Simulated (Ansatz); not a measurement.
## C4S5O (Pc): converging the G0W0 gap

Wanted: a G0W0 gap for C4S5O (Pc) that is converged in bands and cutoff, or an estimate of the limit.

Program: Ansatz 0.2.0. Level of theory: G0W0 on PBE, plane waves, PAW; PAW set soft_1. Results are calculated unless marked as measured.

### Step 1. Starting point

Symmetry: Pc, No. 7, monoclinic system. The conventional cell has a = 3.964 Å, b = 11.021 Å, c = 8.832 Å, α = 90.00°, β = 104.76°, γ = 90.00°. Nearest to C lie 3 S at 1.65 to 1.74 Å. C has 1 C at 1.37 Å and 2 S at 1.73 Å nearest. C has 1 O at 1.21 Å and 2 S at 1.80 Å nearest. Nearest to S lie 1 C at 1.65 Å. Nearest to S lie 2 C at 1.73 to 1.74 Å. Farther neighbours and most contacts between anions are not listed.

Geometry: measured cell, ions relaxed with PBE. The runs that relaxed it are not among those shown.

### Step 2. 160 empty bands, screening to 33 eV

Now the one-shot GW correction: screening in the RPA, then the self-energy of the levels asked for. This step takes PAW set soft_1 files.

Contents of input.yaml:

```yaml
crystal:
  lattice:
    - [3.9638, 0.0, 0.0]
    - [0.0, 11.0211, 0.0]
    - [-2.2503537532, 0.0, 8.5408209769]
  atoms:
    - { symbol: C, position: [0.9954444397, 0.1796739709, 0.3639247569] }
    - { symbol: C, position: [0.9954444397, 0.8203260291, 0.8639247569] }
    - { symbol: C, position: [0.4303161322, 0.201707041, 0.6372972353] }
    - { symbol: C, position: [0.4303161322, 0.798292959, 0.1372972353] }
    - { symbol: C, position: [0.7934383888, 0.3409955639, 0.8579692616] }
    - { symbol: C, position: [0.7934383888, 0.6590044361, 0.3579692616] }
    - { symbol: C, position: [0.3676703384, 0.3173331213, 0.5811982461] }
    - { symbol: C, position: [0.3676703384, 0.6826668787, 0.0811982461] }
    - { symbol: S, position: [0.7175656305, 0.1290236316, 0.2041229421] }
    - { symbol: S, position: [0.7175656305, 0.8709763684, 0.7041229421] }
    - { symbol: S, position: [0.2162793335, 0.0863359043, 0.5167550488] }
    - { symbol: S, position: [0.2162793335, 0.9136640957, 0.0167550488] }
    - { symbol: S, position: [0.7019628428, 0.181898402, 0.8234195846] }
    - { symbol: S, position: [0.7019628428, 0.818101598, 0.3234195846] }
    - { symbol: S, position: [0.0945683707, 0.3332646569, 0.3947420537] }
    - { symbol: S, position: [0.0945683707, 0.6667353431, 0.8947420537] }
    - { symbol: S, position: [0.5678526524, 0.4359530879, 0.6984529155] }
    - { symbol: S, position: [0.5678526524, 0.5640469121, 0.1984529155] }
    - { symbol: O, position: [-0.010268129, 0.3802644671, 0.9759479553] }
    - { symbol: O, position: [-0.010268129, 0.6197355329, 0.4759479553] }
kpoints:
  mp_grid: { grid: [4, 2, 2] }
hamiltonian:
  xc: pbe
  pseudopotentials: { kind: paw, azcp: { folder: soft_1 } }
scf:
  occupations: { method: fixed }
gw:
  n_empty_bands: 160
  ecut_chi: 33
  qp_bands: [v4, c4]
  qp_kpoints: band_edges
  screening: { model: contour_deformation }
```

On the command line:

```sh
ansatz run input.yaml --threads 2 --pin off --max-ram 92160MiB --backend cuda --events-out ev --progress --plain --runs-dir out --devices 1 --max-vram 13GiB
```

Numbers of over 12 decimals in the logs are rounded to 6 here.

The program printed:

```text
GPUs: using 1 of 1 available (devices: 1).
Engine: ansatz 0.2.0, x86_64-unknown-linux-gnu
Pseudopotentials: kind: paw
Pseudopotential: C, paw, valence charge 4, recommended cutoff 420 eV (normal), soft_1/C.paw.azcp
Pseudopotential: S, paw, valence charge 6, recommended cutoff 420 eV (normal), soft_1/S.paw.azcp
Pseudopotential: O, paw, valence charge 6, recommended cutoff 420 eV (normal), soft_1/O.paw.azcp
Functional definition: PBE
  parameter kappa = 0.804
  parameter beta = 0.066725
  exchange = pbe_x(kappa = kappa, mu = beta*pi^2/3)
  correlation = pbe_c(beta = beta)
device memory: the entry about to start is reckoned to put 3.3 GiB on a device that reports 62.3 GiB free (of which the cap on the GPU budget leaves the run 13.0 GiB)
GPU FFT provider: cuFFT
GPU libraries: cuBLAS 13.8.2, cuFFT 12.4.0, cuSOLVER 12.3.4
Crystal: 20 atoms, lattice volume = 373.109 Å³
Basis set: ecut = 420 eV, 7335 PW (Γ)
Bands: 72, of which v1, the nominal top of the filled ones, is band 52 counted from 1 (51 counted from 0)
Symmetry: 2 space group operations
Space group: Pc (ITA 7), of the structure as read, at distance tolerance 7.2e-5 Å
k-points: 12 of 16 (time reversal used)
Non-local potential: C, projectors of the file, l = 0: 2, l = 1: 2, l = 2: 1
Non-local potential: S, projectors of the file, l = 0: 2, l = 1: 2, l = 2: 1
Non-local potential: O, projectors of the file, l = 0: 2, l = 1: 2, l = 2: 1
PAW form: soft (Blöchl's): semilocal exchange-correlation on the pseudo side does not see the compensation charge
PAW one-centre angular grid: C, 110 points (default); XC on 64 Gauss nodes
PAW one-centre angular grid: S, 110 points (default); XC on 64 Gauss nodes
PAW one-centre angular grid: O, 110 points (default); XC on 64 Gauss nodes
Initial density: superposition of atomic densities (chi_scale 0.1, normalization cell, long waves kept (reshape's long-wave potential 0.98 eV rms))
Initial wavefunctions: pseudopotential atomic-orbital guess
GPU buffer pool allocated for 121500 grid points (all kernels)
GPU transforms: local potential and band sums: pruned to the plane-wave sphere, on 27×75×60
Functional: x = pbe(κ = 0.804, μ = 0.219515), c = pbe(β = 0.066725)
SCF iter   1: F=—  HF=-12165.171155 eV  |F-HF|=—  |Δ(HF+E_count)|=         —  Δρ=7.74e-2  dr2=4.25e1  ethr=3.10e-3  ⟨swp⟩=5.0  Hψ=3663  notcnv=0  defer=216
preconditioner: auto → Resta (q_TF=auto, 2.205 Å⁻¹)  ε∞=4.0  [insulator: Δε(μ)=0.975 eV  Ē_g=10.954 eV  n_scr=62 (ndim 8)  ℏωp=18.8 eV  f_vac=0.025  ε∞_Penn≈4.0]
SCF iter   2: F=—  HF=-12156.795679 eV  |F-HF|=—  |Δ(HF+E_count)|=    8.38e0  Δρ=3.55e-2  dr2=3.60e0  ethr=3.10e-3  ⟨swp⟩=4.0  Hψ=2057  notcnv=0  defer=212
SCF iter   3: F=—  HF=-12156.076739 eV  |F-HF|=—  |Δ(HF+E_count)|=   7.19e-1  Δρ=1.68e-2  dr2=9.29e-1  ethr=3.10e-3  ⟨swp⟩=2.0  Hψ=1596  notcnv=0  defer=200
SCF iter   4: F=—  HF=-12155.939137 eV  |F-HF|=—  |Δ(HF+E_count)|=   1.38e-1  Δρ=8.01e-3  dr2=2.13e-1  ethr=8.93e-4  ⟨swp⟩=2.0  Hψ=1430  notcnv=0  defer=216
SCF iter   5: F=—  HF=-12155.913023 eV  |F-HF|=—  |Δ(HF+E_count)|=   2.61e-2  Δρ=2.01e-3  dr2=1.49e-2  ethr=2.05e-4  ⟨swp⟩=2.0  Hψ=1570  notcnv=0  defer=216
SCF iter   6: F=—  HF=-12155.920106 eV  |F-HF|=—  |Δ(HF+E_count)|=   7.08e-3  Δρ=9.25e-4  dr2=4.20e-3  ethr=1.43e-5  ⟨swp⟩=2.1  Hψ=1175  notcnv=0  defer=216
SCF iter   7: F=—  HF=-12155.921443 eV  |F-HF|=—  |Δ(HF+E_count)|=   1.34e-3  Δρ=2.60e-4  dr2=3.33e-4  ethr=4.03e-6  ⟨swp⟩=2.0  Hψ=1211  notcnv=0  defer=216
SCF iter   8: F=—  HF=-12155.921738 eV  |F-HF|=—  |Δ(HF+E_count)|=   2.94e-4  Δρ=1.23e-4  dr2=8.74e-5  ethr=3.20e-7  ⟨swp⟩=2.0  Hψ=1285  notcnv=0  defer=216
SCF iter   9: F=—  HF=-12155.921760 eV  |F-HF|=—  |Δ(HF+E_count)|=   2.28e-5  Δρ=4.00e-5  dr2=7.72e-6  ethr=8.40e-8  ⟨swp⟩=2.3  Hψ=1359  notcnv=0  defer=209
SCF iter  10: F=—  HF=-12155.921766 eV  |F-HF|=—  |Δ(HF+E_count)|=   5.82e-6  Δρ=1.46e-5  dr2=1.12e-6  ethr=7.42e-9  ⟨swp⟩=2.0  Hψ=1271  notcnv=0  defer=210
SCF iter  11: F=—  HF=-12155.921767 eV  |F-HF|=—  |Δ(HF+E_count)|=   9.95e-7  Δρ=5.74e-6  dr2=1.72e-7  ethr=1.08e-9  ⟨swp⟩=2.0  Hψ=1192  notcnv=0  defer=210
SCF iter  12: F=-12155.921767 eV  HF=-12155.921767 eV  |F-HF|=9.23e-9  |Δ(HF+E_count)|=   1.76e-7  Δρ=1.63e-6  dr2=1.58e-8  ethr=9.62e-11  ⟨swp⟩=15.2  Hψ=4762  notcnv=0
SCF 1 converged in 12 iterations: F = -12155.921767 eV  dr2 = 1.58e-8
  greatest PAW one-centre occupation: 0.878 electrons in one spin orbital (limit 2), on the O atom at site 19 (counted from 0), in its partial waves of l = 0
device memory: the entry about to start is reckoned to put 3.9 GiB (of the 4.1 GiB reckoned in all, the device holds 0.1 GiB already) on a device that reports 61.9 GiB free (of which the cap on the GPU budget leaves the run 12.9 GiB)
NSCF: frozen V_eff on 12 k-points
the band table was solved once the SCF had ended and its energy, with any forces and stress, was formed, with the checks that follow a solve (3900 applications of the Hamiltonian). They found nothing against the state; the energy, forces and stress were not computed again (output.eigenvalues in the input reference)
device memory: the entry about to start is reckoned to put 3.7 GiB on a device that reports 61.6 GiB free (of which the cap on the GPU budget leaves the run 13.0 GiB)
NSCF: frozen V_eff on 12 k-points
G₀W₀ screening: q 1/12
[...]
k-point 2: bands = [... 48 lower, 2.5556, 2.8724, 3.0332, 3.1134, 5.6445, 5.6464, 6.4051, 6.4536, ... 16 higher]
  k-point 11: bands = [... 48 lower, 2.7838, 2.7838, 3.2330, 3.2330, 5.4066, 5.4066, 6.1303, 6.1303, ... 16 higher]
--- G₀W₀: contour deformation, 6 samples at zero and on the imaginary axis and 1 off it, 16 q-points, 160 empty bands' worth ---
  eigenvalues of the whole cell's RPA ε∞ on this k-mesh (on a slab, of 1 + 4πα/V) = 2.5269, 4.1273, 5.2286; static W/v taken at q = 0 is 0.268914
  gw.qp_kpoints: band_edges: 12 of 12 stored k-points solved, in 1 pass; an edge of the gap read off the rows below is read off those points alone
  `?` marks the rows in doubt; gw_qp.tsv's column doubts and the gw_qp event give each row's grounds
    ik  band        ε_KS         Σx   Σc(E_QP)       V_xc       Z   E_QP_lin       E_QP  E_QP is
     0    49      2.5714   -17.8394     2.9223   -14.5703  0.7255     2.2194     2.2245  root
     0    50      2.9670   -18.0616     2.6940   -15.0826  0.7421     2.6794     2.6820  root
     0    51      3.0412   -17.1633     2.1007   -14.9017  0.7541     2.8798     2.8804  root
     0    52      3.0872   -17.1680     2.1634   -14.8319  0.7530     2.9139     2.9146  root
     0    53      5.6178   -10.1988    -2.8344   -14.5045  0.7607     7.1844     7.0890  root
     0    54      5.6636   -10.2743    -2.7888   -14.5101  0.7615     7.2034     7.1105  root
     0    55      6.3067    -8.0558    -3.6046   -13.0355  0.7822     7.7470     7.6819  root
     0    56      6.3897    -9.0757    -3.8294   -14.4731  0.7737     8.0760     7.9576  root ?
     1    49      2.8486   -18.5551     2.9126   -15.3109  0.7357     2.5131     2.5169  root
     1    50      2.8486   -18.5551     2.9126   -15.3109  0.7357     2.5131     2.5169  root
     1    51      3.1818   -17.2087     2.0191   -15.0644  0.7585     3.0563     3.0566  root
     1    52      3.1818   -17.2087     2.0191   -15.0644  0.7585     3.0563     3.0566  root
     1    53      5.6629   -10.2219    -2.8092   -14.4729  0.7602     7.1976     7.1047  root
     1    54      5.6629   -10.2219    -2.8092   -14.4729  0.7602     7.1976     7.1047  root
     1    55      6.2919    -9.0945    -3.6083   -14.2247  0.7745     7.9142     7.8138  root ?
     1    56      6.2919    -9.0945    -3.6083   -14.2247  0.7745     7.9142     7.8138  root ?
     2    49      2.5556   -17.8065     2.9290   -14.5277  0.7249     2.2005     2.2059  root
     2    50      2.8724   -17.7280     2.6985   -14.7226  0.7383     2.5623     2.5655  root
     2    51      3.0332   -17.2299     2.1166   -14.9510  0.7547     2.8703     2.8709  root
     2    52      3.1134   -17.1579     2.1399   -14.8529  0.7533     2.9476     2.9482  root
     2    53      5.6445   -10.2050    -2.7912   -14.4416  0.7620     7.1815     7.0899  root
     2    54      5.6464   -10.3373    -2.8282   -14.6415  0.7595     7.2223     7.1222  root ?
     2    55      6.4051    -9.4476    -3.3649   -14.3783  0.7687     8.0919     7.9709  root ?
     2    56      6.4536    -9.5562    -3.6244   -14.7660  0.7648     8.1710     8.0389  root ?
     3    49      2.7792   -18.2116     2.8967   -14.9745  0.7325     2.4345     2.4388  root
     3    50      2.7792   -18.2116     2.8967   -14.9745  0.7325     2.4345     2.4388  root
     3    51      3.1900   -17.2286     2.0193   -15.0858  0.7586     3.0662     3.0665  root
     3    52      3.1900   -17.2286     2.0193   -15.0858  0.7586     3.0662     3.0665  root
     3    53      5.6683   -10.2701    -2.7984   -14.5130  0.7597     7.2072     7.1127  root
     3    54      5.6683   -10.2701    -2.7984   -14.5130  0.7597     7.2072     7.1127  root
     3    55      6.3762    -9.7594    -3.4545   -14.7903  0.7668     8.0786     7.9525  root ?
     3    56      6.3762    -9.7594    -3.4545   -14.7903  0.7668     8.0786     7.9525  root ?
[...]
4    54      5.7347   -10.0078    -2.9713   -14.4277  0.7586     7.2879     7.1833  root ?
     4    55      6.1286    -9.2460    -3.5155   -14.3197  0.7710     7.7997     7.6867  root ?
     4    56      6.3338    -9.4901    -3.6323   -14.7079  0.7675     8.0508     7.9192  root ?
[...]
5    55      6.2344    -9.7986    -3.5216   -14.9017  0.7647     7.9477     7.8159  root ?
     5    56      6.3545    -9.2640    -3.6555   -14.4776  0.7682     8.0318     7.9126  root ?
[...]
6    55      6.2027    -9.8477    -3.4614   -14.9121  0.7631     7.9490     7.8057  root ?
     6    56      6.2908    -9.3469    -3.5848   -14.4968  0.7684     7.9771     7.8558  root ?
[...]
7    55      6.2700   -10.0434    -3.4687   -15.1159  0.7608     8.0197     7.8738  root ?
     7    56      6.2767    -9.6454    -3.4730   -14.7020  0.7652     7.9917     7.8602  root ?
[...]
8    55      6.1422    -9.7778    -3.4034   -14.7700  0.7634     7.8655     7.7310  root ?
     8    56      6.2222    -9.6697    -3.5407   -14.7906  0.7647     7.9328     7.8024  root ?
[...]
9    55      6.2147    -9.8183    -3.5559   -14.9783  0.7635     7.9625     7.8188  root ?
     9    56      6.2147    -9.8183    -3.5559   -14.9783  0.7635     7.9625     7.8188  root ?
[...]
10    53      5.1107    -9.2809    -2.7077   -13.3428  0.7721     6.5218     6.4649  root
    10    54      5.4911    -9.1902    -2.9894   -13.5818  0.7681     6.9713     6.8934  root
    10    55      6.0934    -9.9220    -3.3817   -14.8820  0.7632     7.8027     7.6717  root ?
    10    56      6.2485    -9.5193    -3.5549   -14.6322  0.7645     7.9293     7.8064  root ?
    11    49      2.7838   -17.7793     2.7851   -14.6838  0.7347     2.4700     2.4735  root
    11    50      2.7838   -17.7793     2.7851   -14.6838  0.7347     2.4700     2.4735  root
    11    51      3.2330   -17.2453     2.0745   -15.0782  0.7608     3.1402     3.1404  root
    11    52      3.2330   -17.2453     2.0745   -15.0782  0.7608     3.1402     3.1404  root
    11    53      5.4066    -9.3911    -2.8789   -13.6586  0.7674     6.8678     6.7952  root
    11    54      5.4066    -9.3911    -2.8789   -13.6586  0.7674     6.8678     6.7952  root
    11    55      6.1303    -9.6487    -3.4261   -14.6347  0.7666     7.8091     7.6901  root ?
    11    56      6.1303    -9.6487    -3.4261   -14.6347  0.7666     7.8091     7.6901  root ?
[key lines of the parts left out:]
SCF converged after 12 iterations
Free energy (F): -12155.921767 eV
Fermi energy:    3.446139 eV
```

Wall time 20 s (1 × NVIDIA H100 80GB HBM3 (shared by 6 runs) with 2 threads of AMD EPYC 7R13 (Zen 3), shared host); peak memory 1.5 GiB.

Reading the cycles: dr2 is the Hartree energy of the density residual (eV), the measure of convergence; HF is the Harris–Foulkes estimate of the energy, which meets the free energy F at convergence.

Numbers from this step:

```yaml
bands_summed: 212
rpa_eps_infinity_on_this_mesh_eigenvalues: 2.527, 4.127, 5.229
plane_waves_in_the_screening_matrix: 151
q_points_in_the_mesh: 16
g0w0_gap_on_the_mesh: 2.972 eV
k_of_the_valence_top: -0.5, -0.5, 0
k_of_the_conduction_bottom: -0.5, 0, 0
starting_gap_on_the_mesh: 1.582 eV
z_at_the_valence_top: 0.7650
z_at_the_conduction_bottom: 0.7734
least_direct_g0w0_gap_on_the_computed_points: 3.064 eV
```

The gap on the mesh goes from 1.58 eV to 2.97 eV, a correction of +1.39 eV. Between the two edge states, bare exchange in place of the xc potential would open the gap by 6.03 eV, and correlation takes back 4.64 eV.

### Step 3. 454 empty bands, screening to 66 eV

Bands and screening cutoff are moved together, since each hides the error of the other.

Edit input.yaml of step 2 so:

```diff
@@ -34,4 +34,4 @@
 gw:
-  n_empty_bands: 160
-  ecut_chi: 33
+  n_empty_bands: 454
+  ecut_chi: 66
   qp_bands: [v4, c4]
```

The program printed:

```text
GPUs: using 1 of 1 available (devices: 1).
[...]
GPU FFT provider: cuFFT
GPU libraries: cuBLAS 13.8.2, cuFFT 12.4.0, cuSOLVER 12.3.4
Crystal: 20 atoms, lattice volume = 373.109 Å³
Basis set: ecut = 420 eV, 7335 PW (Γ)
Bands: 72, of which v1, the nominal top of the filled ones, is band 52 counted from 1 (51 counted from 0)
Symmetry: 2 space group operations
[...]
k-points: 12 of 16 (time reversal used)
[...]
GPU buffer pool allocated for 121500 grid points (all kernels)
[...]
SCF iter   1: F=—  HF=-12165.171155 eV  |F-HF|=—  |Δ(HF+E_count)|=         —  Δρ=7.74e-2  dr2=4.25e1  ethr=3.10e-3  ⟨swp⟩=5.0  Hψ=3663  notcnv=0  defer=216
[...]
SCF iter  12: F=-12155.921767 eV  HF=-12155.921767 eV  |F-HF|=9.23e-9  |Δ(HF+E_count)|=   1.76e-7  Δρ=1.63e-6  dr2=1.58e-8  ethr=9.62e-11  ⟨swp⟩=15.2  Hψ=4762  notcnv=0
SCF 1 converged in 12 iterations: F = -12155.921767 eV  dr2 = 1.58e-8
[...]
NSCF: frozen V_eff on 12 k-points
[...]
G₀W₀ screening: q 1/12
[... further progress lines ...]
[...]
SCF converged after 12 iterations
Free energy (F): -12155.921767 eV
[...]
Internal energy: -12155.921767 eV  (E = F + TS)
E sigma→0 (E₀):  -12155.921767 eV
Fermi energy:    3.446139 eV
[...]
--- Band table (eV; the first three rows and the last of 12) ---
  k-point 0: bands = [... 48 lower, 2.5714, 2.9670, 3.0412, 3.0872, 5.6178, 5.6636, 6.3067, 6.3897, ... 16 higher]
  k-point 1: bands = [... 48 lower, 2.8486, 2.8486, 3.1818, 3.1818, 5.6629, 5.6629, 6.2919, 6.2919, ... 16 higher]
  k-point 2: bands = [... 48 lower, 2.5556, 2.8724, 3.0332, 3.1134, 5.6445, 5.6464, 6.4051, 6.4536, ... 16 higher]
  k-point 11: bands = [... 48 lower, 2.7838, 2.7838, 3.2330, 3.2330, 5.4066, 5.4066, 6.1303, 6.1303, ... 16 higher]
[...]
0    49      2.5714   -17.8394     2.6499   -14.5703  0.7190     1.9344     1.9521  root
     0    50      2.9670   -18.0616     2.3899   -15.0826  0.7340     2.3663     2.3779  root
     0    51      3.0412   -17.1633     1.7756   -14.9017  0.7419     2.5492     2.5552  root
     0    52      3.0872   -17.1680     1.8279   -14.8319  0.7413     2.5724     2.5791  root
     0    53      5.6178   -10.1988    -3.2281   -14.5045  0.7473     6.7338     6.6953  root
     0    54      5.6636   -10.2743    -3.1698   -14.5101  0.7482     6.7671     6.7296  root
     0    55      6.3067    -8.0558    -3.9073   -13.0355  0.7742     7.4110     7.3792  root
     0    56      6.3897    -9.0757    -4.1300   -14.4731  0.7646     7.7121     7.6571  root
[...]
11    53      5.4066    -9.3911    -3.2700   -13.6586  0.7551     6.4324     6.4041  root
    11    54      5.4066    -9.3911    -3.2700   -13.6586  0.7551     6.4324     6.4041  root
    11    55      6.1303    -9.6487    -3.7171   -14.6347  0.7553     7.4553     7.3992  root
    11    56      6.1303    -9.6487    -3.7171   -14.6347  0.7553     7.4553     7.3992  root
```

Wall time 60 s (1 × NVIDIA H100 80GB HBM3 (shared by 6 runs) with 2 threads); peak memory 2.3 GiB.

This step gave:

```
bands summed                                 : 506
RPA ε∞ on this mesh (eigenvalues)            : 2.531, 4.116, 5.196
plane waves in the screening matrix          : 455
q-points in the mesh                         : 16
G0W0 gap on the mesh                         : 2.969 eV
k of the valence top                         : -0.5, -0.5, 0
k of the conduction bottom                   : -0.5, 0, 0
starting gap on the mesh                     : 1.582 eV
Z at the valence top                         : 0.7520
Z at the conduction bottom                   : 0.7617
least direct G0W0 gap on the computed points : 3.051 eV
```

Against the run with 4×2×2 mesh, 160 empty bands, screening to 33 eV, PAW set soft_1 files, the gap moves by −0.003 eV.

### Step 4. 977 empty bands, screening to 110 eV

Edit input.yaml of step 3 so:

```diff
@@ -34,4 +34,4 @@
 gw:
-  n_empty_bands: 454
-  ecut_chi: 66
+  n_empty_bands: 977
+  ecut_chi: 110.0
   qp_bands: [v4, c4]
```

The program printed:

```text
GPUs: using 1 of 1 available (devices: 1).
[...]
GPU FFT provider: cuFFT
GPU libraries: cuBLAS 13.8.2, cuFFT 12.4.0, cuSOLVER 12.3.4
Crystal: 20 atoms, lattice volume = 373.109 Å³
Basis set: ecut = 420 eV, 7335 PW (Γ)
Bands: 72, of which v1, the nominal top of the filled ones, is band 52 counted from 1 (51 counted from 0)
Symmetry: 2 space group operations
[...]
k-points: 12 of 16 (time reversal used)
[...]
0    56      6.3897    -9.0757    -4.3614   -14.4731  0.7598     7.4577     7.4256  root
[...]
11    53      5.4066    -9.3911    -3.5287   -13.6586  0.7497     6.1590     6.1454  root
    11    54      5.4066    -9.3911    -3.5287   -13.6586  0.7497     6.1590     6.1454  root
    11    55      6.1303    -9.6487    -3.9664   -14.6347  0.7493     7.1824     7.1500  root
    11    56      6.1303    -9.6487    -3.9664   -14.6347  0.7493     7.1824     7.1500  root
[key lines of the parts left out:]
SCF converged after 12 iterations
Free energy (F): -12155.921767 eV
Fermi energy:    3.446139 eV
```

The job ended after 2 min (1 × NVIDIA H100 80GB HBM3 (shared by 6 runs) with 2 threads; peak memory 4.4 GiB).

Numbers from this step:

```
bands summed                                 : 1029
RPA ε∞ on this mesh (eigenvalues)            : 2.528, 4.093, 5.150
plane waves in the screening matrix          : 983
G0W0 gap on the mesh                         : 2.992 eV
k of the valence top                         : -0.5, -0.5, 0
k of the conduction bottom                   : -0.5, 0, 0
starting gap on the mesh                     : 1.582 eV
least direct G0W0 gap on the computed points : 3.067 eV
```

Against the run with 4×2×2 mesh, 454 empty bands, screening to 66 eV, PAW set soft_1 files, the gap moves by +0.02 eV.

[end of part 1 of 2]

[Paths, hosts, dates, memory and timing lines, banners, echoed tables and standing remarks are left out of the program output.]

[Logs are printed without paths, hosts, clocks, repeated set-up lines and the standing remarks that a program may print on its own settings, such as how far it seeks lower states.]

[Runs of the session that timed out or met a known fault of the program may be left out.]

[Cells called generated may have been cut or substituted from an entry of the Crystallography Open Database or the Materials Project.]

[Hosts, paths, dates, database ids (printed as entryN), source tags and the programs' standing remarks are cut or masked in the printed files.]
